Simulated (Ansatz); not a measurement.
# Decaying states in the gap of BaLiClF2, part 2 of 3

Wanted: the relaxed cell of BaLiClF2, its band edges and its decay constants. It is built by putting Cl for part of the F in the BaLiF3 structure of space group Pm-3m, with the volume rescaled by atomic radii. The parent structure comes from the Materials Project.

Ansatz 0.2.0; r2SCAN DFT, plane waves, PAW files (the session's first sound run).

So far. Step 2 (Cell and atoms at rest): The largest force component on a free atom ends at 1.0e-29 eV/Å.

The structure was built from a prototype and need not be the compound's stable phase.

### 3. Band edges

The energy window and the wavevectors of the next steps follow from the band edges, so these are searched first, off the mesh as well.

The input, input.yaml:

```yaml
crystal:
  lattice:
    - [4.3140782663, 0.0, 0.0]
    - [0.0, 4.4439671074, 0.0]
    - [0.0, 0.0, 4.3140782663]
  atoms:
    - { symbol: Ba, position: [0.0, 0.0, 0.0] }
    - { symbol: Li, position: [0.5, 0.5, 0.5] }
    - { symbol: F, position: [0.0, 0.5, 0.5] }
    - { symbol: F, position: [0.5, 0.5, 0.0] }
    - { symbol: Cl, position: [0.5, 0.0, 0.5] }
kpoints:
  mp_grid: { grid: [6, 6, 6] }
  band_path: { path: [VBM, CBM], npoints: 30 }
scf:
  occupations: { method: fixed }
hamiltonian:
  xc: r2scan
output:
  eigenvalues: true
  write_potential: true
  write_density: true
  volumetric_format: npy
  elf: true
```

The run is started by

```bash
$ ansatz run input.yaml --threads 2 --pin off --max-ram 4096MiB --backend cpu --events-out ev --progress --plain --runs-dir out
```

Numbers of over 12 decimals in the logs are rounded to 6 here.

The program printed:

```text
[...]
Crystal: 5 atoms, lattice volume = 82.708 Å³
Basis set: ecut = 500 eV, 2097 PW (Γ), exchange–correlation on 128×144×128 points (64 copies of the dense FFT grid, shifted against one another)
Bands: 22, of which v1, the nominal top of the filled ones, is band 17 counted from 1 (16 counted from 0)
Symmetry: 16 space group operations
[...]
k-points: 40 of 216
[...]
SCF iter   1: F=—  HF=-8882.711013 eV  |F-HF|=—  |Δ(HF+E_count)|=         —  Δρ=8.84e-3  dr2=7.12e-2  dr2_τ=5.99e-2  ethr=1.77e-3  ⟨swp⟩=5.3  Hψ=4033  notcnv=0  defer=114
[...]
SCF iter   7: F=-8882.799118 eV  HF=-8882.799118 eV  |F-HF|=1.16e-9  |Δ(HF+E_count)|=   2.36e-8  Δρ=2.09e-6  dr2=5.37e-9  dr2_τ=8.74e-10  ethr=2.94e-10  ⟨swp⟩=2.5  Hψ=2052  notcnv=0
SCF 1 converged in 7 iterations: F = -8882.799118 eV  dr2 = 5.37e-9
[...]
NSCF: frozen V_eff on 40 k-points
[...]
SCF converged after 7 iterations
Free energy (F): -8882.799118 eV
[...]
Internal energy: -8882.799118 eV  (E = F + TS)
E sigma→0 (E₀):  -8882.799118 eV
Fermi energy:    3.973985 eV
[...]
--- Band table (eV; the first three rows and the last of 40) ---
  k-point 0: bands = [... 13 lower, 3.1527, 3.8224, 3.8224, 3.9535, 9.2011, 10.4369, 11.4136, 11.6790, ... 1 higher]
  k-point 1: bands = [... 13 lower, 3.0843, 3.5724, 3.7321, 3.8730, 9.6948, 10.7107, 12.0381, 12.3327, ... 1 higher]
  k-point 2: bands = [... 13 lower, 3.0505, 3.1396, 3.5470, 3.6966, 10.9856, 11.3215, 12.8499, 13.2307, ... 1 higher]
  k-point 39: bands = [... 13 lower, 3.6554, 3.9228, 3.9228, 3.9740, 10.7040, 10.7040, 12.4501, 13.3586, ... 1 higher]
```

The job ended after 4.1 s (2 threads of AMD EPYC 9R45, shared host; peak memory 0.59 GiB; 7.8 s of CPU time).

In the SCF lines HF is the Harris–Foulkes energy and dr2 the Hartree energy of the density residual, in eV; the loop may stop once dr2 is under the threshold and the program's other checks hold. Hψ counts applications of the Hamiltonian.

This step gave:

| Item | Value |
| --- | --- |
| Fermi energy | 3.974 eV |
| gap on the k-mesh | 5.227 eV |
| gap on path | 5.227 eV, by band count; negative where bands overlap |
| direct gap on path | 5.248 eV |
| edge places on path | 0, 1.249 1/A along the path |

Electronic bands along the path, in eV, zero at the Fermi level (highest filled level under fixed occupations); v1 is the highest filled band, c1 the lowest empty one:

| point | v4 | v3 | v2 | v1 | c1 | c2 | c3 | c4 |
| --- | --- | --- | --- | --- | --- | --- | --- | --- |
| VBM | -0.32 | -0.05 | -0.05 | 0.00 | 6.73 | 6.73 | 8.48 | 9.38 |
| halfway | -1.17 | -0.54 | -0.28 | -0.15 | 7.33 | 7.84 | 8.35 | 8.37 |
| CBM | -0.82 | -0.15 | -0.15 | -0.02 | 5.23 | 6.46 | 7.44 | 7.71 |

ELF in the bc plane at fractional x = 0.500, with atoms of Li and F and Cl within 0.2 Å of it. It is the smooth field of the valence electrons, not physical close to the nuclei.

Ten even steps from '0' (0.02) to '9' (0.98), each cell a mean:
```
00015876774000
21003688751002
66300356520146
88730000001588
88872023104888
47883189505886
26883299715885
78872046205887
88851000002788
87510133200367
43102577741013
00015777873000
00026865775000
```
Columns run along b (4.4 Å), rows up along c (4.3 Å). Atoms in or near the plane, at fractional coordinates: Li at (0.50, 0.50), F at (0.50, 0.00), Cl at (0.00, 0.50).

Electrostatic potential energy in the bc plane at fractional x = 0.500, with atoms of Li and F and Cl within 0.2 Å of it. With pseudopotentials it is smooth inside the atoms' cores, unlike the true potential.

Ten even steps from '0' (-42 eV) to '9' (11 eV), each cell a mean:
```
99999621389999
99999965799999
99999999999999
78999999999987
23799866789852
00488643578720
00488632478720
02689755689841
56899988899975
89999999999999
99999988999999
99999732499999
99999510279999
```
Columns run along b (4.4 Å; values clipped at the 3rd and 97th percentile), rows up along c (4.3 Å). Atoms in or near the plane, at fractional coordinates: Li at (0.50, 0.50), F at (0.50, 0.00), Cl at (0.00, 0.50).

Valence density in the bc plane at fractional x = 0.500, with atoms of Li and F and Cl within 0.2 Å of it. It is the smooth field of the valence electrons, not physical close to the nuclei.

Ten steps, logarithmic in the rise over the least value, from '0' (0 e/Å³) to '9' (12 e/Å³), each cell a mean:
```
00013689742000
00001466531000
21101123210112
43210011001234
55421134211345
45531378522455
25532388622454
55431156312355
54321011001244
32110112110122
11001345421001
00002578741000
00013699852000
```
Columns run along b (4.4 Å), rows up along c (4.3 Å). Atoms in or near the plane, at fractional coordinates: Li at (0.50, 0.50), F at (0.50, 0.00), Cl at (0.00, 0.50).

The searched edges give 5.23 eV, as on the mesh.

### 4. Decaying states in the gap, plane (100), k-mesh 6×6×6

This step: r2SCAN DFT, plane waves, PAW files; complex bands by layer matching along the plane's normal (Ansatz 0.2.0).

The same crystal is laid in a cell whose first two vectors span the (100) plane (indices of the standard conventional cell, whose axes can be ordered otherwise than in the bulk input). At fixed energy and wavevector in the plane the solver finds all kz, real and complex. A few wavevectors are listed, (0, 0), (-0.5, -0.5) and (0.5, 0) in units of the plane's reciprocal vectors; the slowest state needn't be among them.

The input, input.yaml:

```yaml
crystal:
  lattice:
    - [4.314078266, 0.0, 0.0]
    - [0.0, 4.443967107, 0.0]
    - [0.0, 0.0, 4.314078266]
  atoms:
    - { symbol: Ba, position: [0.0, 0.0, 0.0] }
    - { symbol: Li, position: [0.5, 0.5, 0.5] }
    - { symbol: F, position: [0.0, 0.5, 0.5] }
    - { symbol: F, position: [0.5, 0.5, 0.0] }
    - { symbol: Cl, position: [0.5, 0.0, 0.5] }
kpoints:
  mp_grid: { grid: [6, 6, 6] }
scf:
  occupations: { method: fixed }
hamiltonian:
  xc: r2scan
output:
  eigenvalues: true
  transmission:
    leads: [[0, 0]]
    kpoints: [[0.0, 0.0], [-0.5, -0.5], [0.5, 0.0]]
    e_range: [-1.0, 6.23]
    de: 0.18
```

The program printed:

```text
[...]
Crystal: 5 atoms, lattice volume = 82.708 Å³
Basis set: ecut = 500 eV, 2097 PW (Γ), exchange–correlation on 128×144×128 points (64 copies of the dense FFT grid, shifted against one another)
Bands: 22, of which v1, the nominal top of the filled ones, is band 17 counted from 1 (16 counted from 0)
Symmetry: 16 space group operations
[...]
k-points: 40 of 216
[...]
SCF iter   1: F=—  HF=-8882.711012 eV  |F-HF|=—  |Δ(HF+E_count)|=         —  Δρ=8.84e-3  dr2=7.12e-2  dr2_τ=5.99e-2  ethr=1.77e-3  ⟨swp⟩=5.3  Hψ=4033  notcnv=0  defer=114
[...]
SCF iter   7: F=-8882.799118 eV  HF=-8882.799118 eV  |F-HF|=1.12e-9  |Δ(HF+E_count)|=   2.35e-8  Δρ=2.07e-6  dr2=5.27e-9  dr2_τ=8.56e-10  ethr=2.94e-10  ⟨swp⟩=10.2  Hψ=5032  notcnv=0
SCF 1 converged in 7 iterations: F = -8882.799118 eV  dr2 = 5.27e-9
[...]
transmission: 6 of 18 steps passed
transmission: 12 of 18 steps passed
transmission: 18 of 18 steps passed
SCF converged after 7 iterations
Free energy (F): -8882.799118 eV
[...]
Internal energy: -8882.799118 eV  (E = F + TS)
E sigma→0 (E₀):  -8882.799118 eV
Fermi energy:    3.973984 eV
[...]
--- Band table (eV; the first three rows and the last of 40) ---
  k-point 0: bands = [... 13 lower, 3.1527, 3.8224, 3.8224, 3.9535, 9.2011, 10.4369, 11.4136, 11.6790, ... 1 higher]
  k-point 1: bands = [... 13 lower, 3.0843, 3.5724, 3.7321, 3.8730, 9.6948, 10.7107, 12.0381, 12.3327, ... 1 higher]
  k-point 2: bands = [... 13 lower, 3.0505, 3.1396, 3.5470, 3.6966, 10.9856, 11.3215, 12.8499, 13.2307, ... 1 higher]
  k-point 39: bands = [... 13 lower, 3.6554, 3.9228, 3.9228, 3.9740, 10.7040, 10.7040, 12.4501, 13.3586, ... 1 higher]
--- Transmission ---
  basis      : 199 plane waves across, 6 finite elements along
  points     : 3, as listed
  energies   : 41 from -1.000000 to 6.200000 eV about the Fermi level, 0.180000 eV apart; the leads are filled to 2.613581 eV, and channels, transmission and decay are at 2.600000 eV
  crystal 0  : Ba1F2Li1Cl1, at the sites [0, 0], period 4.3141 Å: whole cells are its period
    offset         : up to 0.0000 Å between an atom of the period and one for which it stands
    channels       : 0.000000e0 a spin
    conductance    : none, the energies end too early or step too widely for 300 K: set another output.transmission.e_range or a lower de, or, where they end at an eighth of basis.ecutwfc, a higher one
    slowest decay  : 0.4356 /Å at (0.0000, 0.0000)
```

It took 9.4 s on 2 threads; peak memory 0.8 GiB; 18 s of CPU time.

This step gave:

```
level to which the leads are filled                       : 2.614 eV from the Fermi level
decay constant at the filling level, zone centre          : 0.4356 Å⁻¹
decay constant at the filling level, slowest listed point : 0.4356 Å⁻¹
```

K parallel (0, 0); values up to 1.5 1/Å, a degenerate pair printed once or twice; energies at which all values exceed this have no row. Table of Im kz of the slowest decaying states by energy, zero at the highest filled level on the SCF mesh:

| energy (eV) | decay 1 (Å⁻¹) | decay 2 (Å⁻¹) | decay 3 (Å⁻¹) | decay 4 (Å⁻¹) |
| --- | --- | --- | --- | --- |
| -1.00 | 0.193 | 0.210 | 0.767 | 0.982 |
| -0.64 | 0.160 | 0.265 | 0.284 | 0.285 |
| -0.28 | 0.418 | 0.439 | 0.529 | 0.755 |
| 0.08 | 0.203 | 0.251 | 0.309 | 0.496 |
| 0.44 | 0.298 | 0.403 | 0.473 | 0.542 |
| 0.80 | 0.352 | 0.443 | 0.562 | 0.568 |
| 1.16 | 0.387 | 0.467 | 0.579 | 0.608 |
| 1.52 | 0.410 | 0.482 | 0.577 | 0.636 |
| 1.88 | 0.425 | 0.490 | 0.567 | 0.654 |
| 2.24 | 0.433 | 0.494 | 0.550 | 0.666 |
| 2.60 | 0.436 | 0.494 | 0.529 | 0.672 |
| 2.96 | 0.431 | 0.491 | 0.505 | 0.661 |
| 3.32 | 0.418 | 0.482 | 0.484 | 0.644 |
| 3.68 | 0.392 | 0.462 | 0.475 | 0.623 |
| 4.04 | 0.353 | 0.446 | 0.463 | 0.598 |
| 4.40 | 0.300 | 0.430 | 0.447 | 0.569 |
| 4.76 | 0.229 | 0.411 | 0.429 | 0.534 |
| 5.12 | 0.111 | 0.389 | 0.407 | 0.493 |
| 5.48 | 0.359 | 0.381 | 0.444 | 0.609 |
| 5.84 | 0.311 | 0.351 | 0.392 | 0.587 |
| 6.20 | 0.218 | 0.314 | 0.345 | 0.561 |

K parallel (-0.5, -0.5); values up to 1.5 1/Å, a degenerate pair printed once or twice; energies at which all values exceed this have no row. The Im kz of the slowest decaying states by energy, zero at the highest filled level on the SCF mesh:

| energy (eV) | decay 1 (Å⁻¹) | decay 2 (Å⁻¹) | decay 3 (Å⁻¹) | decay 4 (Å⁻¹) |
| --- | --- | --- | --- | --- |
| -1.00 | 0.120 | 0.180 | 0.326 | 0.887 |
| -0.46 | 0.486 | 0.776 | 1.02 | 1.04 |
| 0.08 | 0.165 | 0.188 | 0.299 | 0.384 |
| 0.62 | 0.339 | 0.393 | 0.449 | 0.518 |
| 0.98 | 0.398 | 0.450 | 0.489 | 0.565 |
| 1.52 | 0.457 | 0.505 | 0.530 | 0.603 |
| 2.06 | 0.496 | 0.536 | 0.559 | 0.619 |
| 2.60 | 0.520 | 0.551 | 0.581 | 0.618 |
| 3.14 | 0.534 | 0.553 | 0.597 | 0.605 |
| 3.68 | 0.540 | 0.544 | 0.580 | 0.608 |
| 4.22 | 0.522 | 0.537 | 0.544 | 0.614 |
| 4.58 | 0.501 | 0.514 | 0.531 | 0.615 |
| 5.12 | 0.455 | 0.457 | 0.515 | 0.613 |
| 5.66 | 0.382 | 0.390 | 0.491 | 0.606 |
| 6.20 | 0.276 | 0.288 | 0.458 | 0.591 |

K parallel (0.5, 0); values up to 1.5 1/Å, a degenerate pair printed once or twice; energies at which all values exceed this have no row. Table of Im kz of the slowest decaying states by energy, zero at the highest filled level on the SCF mesh:

| energy (eV) | decay 1 (Å⁻¹) | decay 2 (Å⁻¹) | decay 3 (Å⁻¹) | decay 4 (Å⁻¹) |
| --- | --- | --- | --- | --- |
| -1.00 | 0.0912 | 0.277 | 1.29 | 1.31 |
| -0.64 | 0.180 | 0.230 | 0.238 | 0.425 |
| -0.46 | 0.289 | 0.498 | 1.21 | 1.27 |
| -0.10 | 0.312 | 0.382 | 0.388 | 0.413 |
| 0.08 | 0.392 | 0.403 | 0.478 | 0.521 |
| 0.44 | 0.452 | 0.505 | 0.565 | 0.681 |
| 0.80 | 0.491 | 0.587 | 0.622 | 0.720 |
| 0.98 | 0.507 | 0.620 | 0.645 | 0.737 |
| 1.34 | 0.536 | 0.678 | 0.682 | 0.764 |
| 1.52 | 0.549 | 0.667 | 0.704 | 0.726 |
| 1.88 | 0.571 | 0.648 | 0.749 | 0.793 |
| 2.24 | 0.590 | 0.645 | 0.789 | 0.812 |
| 2.42 | 0.598 | 0.644 | 0.807 | 0.819 |
| 2.78 | 0.613 | 0.642 | 0.831 | 0.839 |
| 2.96 | 0.619 | 0.640 | 0.827 | 0.837 |
| 3.32 | 0.630 | 0.636 | 0.803 | 0.846 |
| 3.68 | 0.630 | 0.639 | 0.777 | 0.855 |
| 3.86 | 0.626 | 0.642 | 0.764 | 0.859 |
| 4.22 | 0.616 | 0.647 | 0.736 | 0.866 |
| 4.40 | 0.611 | 0.648 | 0.721 | 0.869 |
| 4.76 | 0.597 | 0.650 | 0.690 | 0.877 |
| 5.12 | 0.581 | 0.648 | 0.655 | 0.851 |
| 5.30 | 0.572 | 0.637 | 0.646 | 0.836 |
| 5.66 | 0.551 | 0.597 | 0.639 | 0.805 |
| 5.84 | 0.540 | 0.575 | 0.635 | 0.789 |
| 6.20 | 0.513 | 0.527 | 0.623 | 0.756 |

At the listed wavevectors the last open channel is at -0.10 eV and the next at +5.30 eV on the grid. At +2.60 eV, the grid energy nearest the filling level (the middle of the gap on the SCF mesh), the slowest state at the listed wavevectors decays with κ = 0.436 Å⁻¹, its amplitude falling by e over 2.3 Å. Through 1 nm of this crystal that state's transmission falls by exp(−2 × 0.436 Å⁻¹ × 10 Å) = 1.6e-4.

### 5. Decaying states in the gap, plane (110), k-mesh 8×6×8

The same for the (110) plane, at (0, 0), (0, -0.5) and (0.5, 0), to see how the decay depends on direction.

The input, input.yaml:

```yaml
crystal:
  lattice:
    - [6.101027993, 0.0, 0.0]
    - [0.0, 4.443967107, 0.0]
    - [3.050513997, 0.0, 3.050513997]
  atoms:
    - { symbol: Ba, position: [0.0, 0.0, 0.0] }
    - { symbol: Li, position: [0.5, 0.5, 0.0] }
    - { symbol: F, position: [0.5, 0.5, 0.5] }
    - { symbol: F, position: [0.0, 0.5, 0.5] }
    - { symbol: Cl, position: [0.5, 0.0, 0.0] }
kpoints:
  mp_grid: { grid: [8, 6, 8] }
scf:
  occupations: { method: fixed }
hamiltonian:
  xc: r2scan
output:
  eigenvalues: true
  transmission:
    leads: [[0, 0]]
    kpoints: [[0.0, 0.0], [0.0, -0.5], [0.5, 0.0]]
    e_range: [-1.0, 6.23]
    de: 0.12
```

The program printed:

```text
[...]
Crystal: 5 atoms, lattice volume = 82.708 Å³
Basis set: ecut = 500 eV, 2097 PW (Γ), exchange–correlation on 180×144×128 points (64 copies of the dense FFT grid, shifted against one another)
Bands: 22, of which v1, the nominal top of the filled ones, is band 17 counted from 1 (16 counted from 0)
Symmetry: 16 space group operations
[...]
k-points: 60 of 384
[...]
SCF iter   1: F=—  HF=-8882.711025 eV  |F-HF|=—  |Δ(HF+E_count)|=         —  Δρ=8.81e-3  dr2=7.07e-2  dr2_τ=5.98e-2  ethr=1.77e-3  ⟨swp⟩=5.4  Hψ=6058  notcnv=0  defer=165
[...]
SCF iter   6: F=-8882.799095 eV  HF=-8882.799095 eV  |F-HF|=6.96e-9  |Δ(HF+E_count)|=   1.02e-6  Δρ=9.55e-6  dr2=7.81e-8  dr2_τ=5.67e-9  ethr=2.94e-10  ⟨swp⟩=9.6  Hψ=8611  notcnv=0
SCF 1 converged in 6 iterations: F = -8882.799095 eV  dr2 = 7.81e-8
[...]
transmission: 5 of 15 steps passed
transmission: 10 of 15 steps passed
transmission: 15 of 15 steps passed
SCF converged after 6 iterations
Free energy (F): -8882.799095 eV
[...]
Internal energy: -8882.799095 eV  (E = F + TS)
E sigma→0 (E₀):  -8882.799095 eV
Fermi energy:    3.974005 eV
[...]
--- Band table (eV; the first three rows and the last of 60) ---
  k-point 0: bands = [... 13 lower, 3.1528, 3.8225, 3.8225, 3.9536, 9.2012, 10.4368, 11.4136, 11.6790, ... 1 higher]
  k-point 1: bands = [... 13 lower, 3.1729, 3.4993, 3.7941, 3.8558, 9.7551, 10.7149, 11.7487, 12.4773, ... 1 higher]
  k-point 2: bands = [... 13 lower, 3.0156, 3.2803, 3.5619, 3.7290, 11.2262, 11.2898, 12.3676, 12.5914, ... 1 higher]
  k-point 59: bands = [... 13 lower, 3.0736, 3.0986, 3.7967, 3.8116, 12.2068, 12.5928, 13.3087, 13.8532, ... 1 higher]
--- Transmission ---
  basis      : 283 plane waves across, 5 finite elements along
  points     : 3, as listed
[...]
crystal 0  : Ba1Li1Cl1F2, at the sites [0, 0], period 3.0505 Å: whole cells are its period
[...]
channels       : 0.000000e0 a spin
[...]
slowest decay  : 0.3496 /Å at (0.0000, 0.0000)
```

It took 24 s on 2 threads; peak memory 1.1 GiB; 47 s of CPU time.

Numbers from this step:

- decay constant at the filling level, zone centre: 0.3496 Å⁻¹
- decay constant at the filling level, slowest listed point: 0.3496 Å⁻¹

K parallel (0, 0); values up to 1.5 1/Å, a degenerate pair printed once or twice; energies at which all values exceed this have no row. The Im kz of the slowest decaying states by energy, zero at the highest filled level on the SCF mesh:

| energy (eV) | decay 1 (Å⁻¹) | decay 2 (Å⁻¹) | decay 3 (Å⁻¹) | decay 4 (Å⁻¹) |
| --- | --- | --- | --- | --- |
| -1.00 | 0.459 | 0.753 | 0.801 | 1.09 |
| -0.76 | 0.120 | 0.153 | 0.174 | 0.327 |
| -0.40 | 0.0878 | 0.248 | 0.281 | 0.592 |
| -0.16 | 0.280 | 0.283 | 0.340 | 0.648 |
| -0.04 | 0.129 | 0.296 | 0.343 | 0.365 |
| 0.20 | 0.210 | 0.319 | 0.389 | 0.409 |
| 0.44 | 0.254 | 0.338 | 0.446 | 0.484 |
| 0.68 | 0.282 | 0.352 | 0.477 | 0.528 |
| 1.04 | 0.309 | 0.370 | 0.515 | 0.554 |
| 1.28 | 0.322 | 0.380 | 0.535 | 0.553 |
| 1.64 | 0.335 | 0.391 | 0.545 | 0.558 |
| 1.88 | 0.341 | 0.396 | 0.536 | 0.570 |
| 2.12 | 0.346 | 0.401 | 0.525 | 0.578 |
| 2.48 | 0.349 | 0.406 | 0.505 | 0.587 |
| 2.72 | 0.350 | 0.407 | 0.488 | 0.590 |
| 3.08 | 0.349 | 0.409 | 0.460 | 0.590 |
| 3.32 | 0.347 | 0.408 | 0.438 | 0.588 |
| 3.56 | 0.343 | 0.407 | 0.414 | 0.583 |
| 3.92 | 0.337 | 0.372 | 0.404 | 0.572 |
| 4.16 | 0.331 | 0.339 | 0.401 | 0.561 |
| 4.52 | 0.279 | 0.320 | 0.395 | 0.540 |
| 4.76 | 0.229 | 0.311 | 0.390 | 0.521 |
| 5.00 | 0.161 | 0.301 | 0.385 | 0.500 |
| 5.36 | 0.283 | 0.374 | 0.458 | 0.612 |
| 5.60 | 0.267 | 0.366 | 0.423 | 0.594 |
| 5.96 | 0.236 | 0.352 | 0.354 | 0.563 |
| 6.20 | 0.196 | 0.297 | 0.342 | 0.541 |

K parallel (0, -0.5); values up to 1.5 1/Å, a degenerate pair printed once or twice; energies at which all values exceed this have no row. Table of Im kz of the slowest decaying states by energy, zero at the highest filled level on the SCF mesh:

| energy (eV) | decay 1 (Å⁻¹) | decay 2 (Å⁻¹) | decay 3 (Å⁻¹) | decay 4 (Å⁻¹) |
| --- | --- | --- | --- | --- |
| -1.00 | 0.0450 | 0.0465 | 0.186 | 0.325 |
| -0.76 | 0.206 | 0.386 | 0.408 | 0.572 |
| -0.40 | 0.184 | 0.323 | 0.337 | 0.565 |
| -0.16 | 0.221 | 0.329 | 0.446 | 0.597 |
| -0.04 | 0.0502 | 0.109 | 0.275 | 0.333 |
| 0.20 | 0.206 | 0.312 | 0.343 | 0.349 |
| 0.44 | 0.262 | 0.352 | 0.401 | 0.431 |
| 0.68 | 0.297 | 0.359 | 0.441 | 0.499 |
| 1.04 | 0.330 | 0.369 | 0.486 | 0.556 |
| 1.28 | 0.346 | 0.374 | 0.509 | 0.577 |
| 1.64 | 0.364 | 0.379 | 0.536 | 0.595 |
| 1.88 | 0.372 | 0.381 | 0.550 | 0.600 |
| 2.12 | 0.379 | 0.382 | 0.560 | 0.602 |
| 2.48 | 0.382 | 0.387 | 0.571 | 0.599 |
| 2.72 | 0.381 | 0.390 | 0.575 | 0.593 |
| 3.08 | 0.378 | 0.394 | 0.577 | 0.582 |
| 3.32 | 0.375 | 0.394 | 0.571 | 0.576 |
| 3.56 | 0.371 | 0.394 | 0.559 | 0.572 |
| 3.92 | 0.363 | 0.392 | 0.537 | 0.562 |
| 4.16 | 0.357 | 0.390 | 0.520 | 0.553 |
| 4.52 | 0.346 | 0.385 | 0.491 | 0.520 |
| 4.76 | 0.338 | 0.380 | 0.469 | 0.480 |
| 5.00 | 0.328 | 0.375 | 0.437 | 0.445 |
| 5.36 | 0.312 | 0.364 | 0.366 | 0.402 |
| 5.60 | 0.299 | 0.307 | 0.358 | 0.369 |
| 5.96 | 0.191 | 0.278 | 0.309 | 0.345 |
| 6.20 | 0.259 | 0.261 | 0.310 | 0.335 |

K parallel (0.5, 0); values up to 1.5 1/Å, a degenerate pair printed once or twice; energies at which all values exceed this have no row. Table of Im kz of the slowest decaying states by energy, zero at the highest filled level on the SCF mesh:

| energy (eV) | decay 1 (Å⁻¹) | decay 2 (Å⁻¹) | decay 3 (Å⁻¹) | decay 4 (Å⁻¹) |
| --- | --- | --- | --- | --- |
| -1.00 | 0.186 | 0.379 | 0.782 | 0.963 |
| -0.76 | 0.375 | 0.459 | 0.541 | 0.541 |
| -0.40 | 0.277 | 0.770 | 0.785 | - |
| -0.16 | 0.147 | 0.340 | 0.521 | 0.837 |
| -0.04 | 0.211 | 0.370 | 0.586 | 0.835 |
| 0.20 | 0.271 | 0.426 | 0.680 | 0.777 |
| 0.44 | 0.302 | 0.473 | 0.763 | 0.766 |
| 0.68 | 0.323 | 0.511 | 0.755 | 0.859 |
| 1.04 | 0.344 | 0.557 | 0.746 | 0.888 |
| 1.28 | 0.355 | 0.582 | 0.740 | 0.902 |
| 1.64 | 0.366 | 0.611 | 0.730 | 0.917 |
| 1.88 | 0.371 | 0.627 | 0.722 | 0.924 |
| 2.12 | 0.375 | 0.641 | 0.713 | 0.930 |
| 2.48 | 0.379 | 0.657 | 0.699 | 0.934 |
| 2.72 | 0.380 | 0.665 | 0.687 | 0.935 |
| 3.08 | 0.379 | 0.672 | 0.934 | 1.25 |
| 3.32 | 0.378 | 0.660 | 0.674 | 0.933 |
| 3.56 | 0.375 | 0.645 | 0.678 | 0.929 |
| 3.92 | 0.37 | 0.621 | 0.678 | 0.923 |
| 4.16 | 0.365 | 0.604 | 0.677 | 0.917 |
| 4.52 | 0.357 | 0.575 | 0.671 | 0.907 |
| 4.76 | 0.350 | 0.555 | 0.666 | 0.899 |
| 5.00 | 0.342 | 0.532 | 0.658 | 0.890 |
| 5.36 | 0.327 | 0.495 | 0.643 | 0.786 |
| 5.60 | 0.316 | 0.467 | 0.630 | 0.748 |
| 5.96 | 0.296 | 0.420 | 0.605 | 0.697 |
| 6.20 | 0.280 | 0.383 | 0.583 | 0.664 |

At the listed wavevectors the last open channel is at -0.04 eV and the next at +5.24 eV on the grid. At +2.60 eV, the grid energy nearest the filling level (the middle of the gap on the SCF mesh), the slowest state at the listed wavevectors decays with κ = 0.350 Å⁻¹, its amplitude falling by e over 2.9 Å; the first such run, plane (100), gave 0.436 Å⁻¹.

[end of part 2 of 3]

[Logs are printed without paths, hosts, clocks, repeated set-up lines and the standing remarks that a program may print on its own settings, such as how far it seeks lower states.]

[Hosts, paths, dates, database ids (printed as entryN), source tags and the programs' standing remarks are cut or masked in the printed files.]
